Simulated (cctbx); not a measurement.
**Diagnosing a refinement**

Cell a = 11.5130 Å, b = 6.5820 Å, c = 5.2070 Å, α = 90.00°, β = 90.00°, γ = 90.00°; space group Pnma (no. 62).

The data are simulated with cctbx, not measured: Mo Kα, λ = 0.71073 Å, to d = 0.75 Å, 80 % of the full sphere, strongest reflection 5000 counts, noise from counting, a 4 % proportional error and a noise floor of 8 counts (s.d.); no absorption.

An anisotropic refinement with weights 1/σ² prints:

```text
Rint 0.044, 104 unique reflections to 1.30 A
cycle     R1     wR2    GooF  max shift (A)
   1  0.0156  0.0375   1.157   0.01531
   2  0.0121  0.0282   0.869   0.00001
final R1 0.0121 wR2 0.0282 GooF 0.869  parameters 39  data/parameter 2.7
atom        x        y        z      Ueq    occ   su(xyz)  su(Uiso or U11)
Ge1    0.58908  0.75000  0.92976   0.0072  1.000  0.00027  0.0012
Cu1    0.00000  0.00000  0.00000   0.0060  1.000  0.00000  0.0012
Ca1    0.77922  0.75000  0.48982   0.0096  1.000  0.00049  0.0021
O1     0.33943  0.03450  0.22306   0.0083  1.000  0.00101  0.0052
O2     0.94892  0.75000  0.74795   0.0078  1.000  0.00169  0.0053  NPD
O3     0.58778  0.75000  0.26592   0.0104  1.000  0.00150  0.0065
difference map: max 0.36 min -0.27 rms 0.09
Q1    0.1608  0.7500  0.3723    4    0.37  1.11 A from O3
Q2    0.0297  0.7500  0.5948    4    0.28  0.70 A from Ge1
Q3    0.2499  0.2500  0.1664    4    0.26  1.78 A from O1
Q4    0.0525  0.5935  0.0903    8    0.24  0.98 A from Cu1
Q5    0.0794  0.0785  0.5896    8    0.23  1.38 A from O1
Q6    0.2444  0.0688  0.6327    8    0.22  1.27 A from O1
```

**Question.** Can this result stand? If not, what is the likely fault?

Mend it. The fault: data cut at low resolution. Against the right model at the same level, R1 goes from 0.0226 to 0.0121 and GooF from 0.94 to 0.87 and O2 goes non-positive-definite. The atoms are right, but there are too few data for the parameters: R1 flatters and the s.u.s grow. Data per parameter fall from 13.5 to 2.7.

The compound is CaCuGeO4. The right model at the same level gives:

```text
Rint 0.068, 527 unique reflections to 0.75 A
cycle     R1     wR2    GooF  max shift (A)
   1  0.0249  0.0520   1.029   0.00211
   2  0.0226  0.0475   0.939   0.00000
final R1 0.0226 wR2 0.0475 GooF 0.939  parameters 39  data/parameter 13.5
atom        x        y        z      Ueq    occ   su(xyz)  su(Uiso or U11)
Ge1    0.58910  0.75000  0.93033   0.0068  1.000  0.00010  0.0002
Cu1    0.00000  0.00000  0.00000   0.0063  1.000  0.00000  0.0003
Ca1    0.77949  0.75000  0.48912   0.0092  1.000  0.00020  0.0004
O1     0.33946  0.03487  0.22299   0.0090  1.000  0.00050  0.0013
O2     0.94909  0.75000  0.74543   0.0114  1.000  0.00079  0.0018
O3     0.58727  0.75000  0.26371   0.0104  1.000  0.00068  0.0019
difference map: max 1.21 min -1.06 rms 0.29
Q1    0.2320  0.2500  0.7813    4    1.26  1.41 A from Ca1
Q2    0.2000  0.5992  0.4449    8    1.13  1.58 A from O1
Q3    0.0324  0.2500  0.7438    4    1.04  1.38 A from O3
Q4    0.0500  0.6063  0.0741    8    1.02  0.99 A from Cu1
Q5    0.2039  0.1537  0.6273    8    0.97  0.90 A from Ca1
Q6    0.1538  0.7500  0.3243    4    0.97  0.89 A from O3
```

The model is made up (kin elements in a known structure type, no relaxation), so it says nothing on whether the phase exists.

[Middle refinement cycles are left out of these outputs.]

[Logs are printed without paths, hosts, clocks, repeated set-up lines and the standing remarks that a program may print on its own settings, such as how far it seeks lower states.]
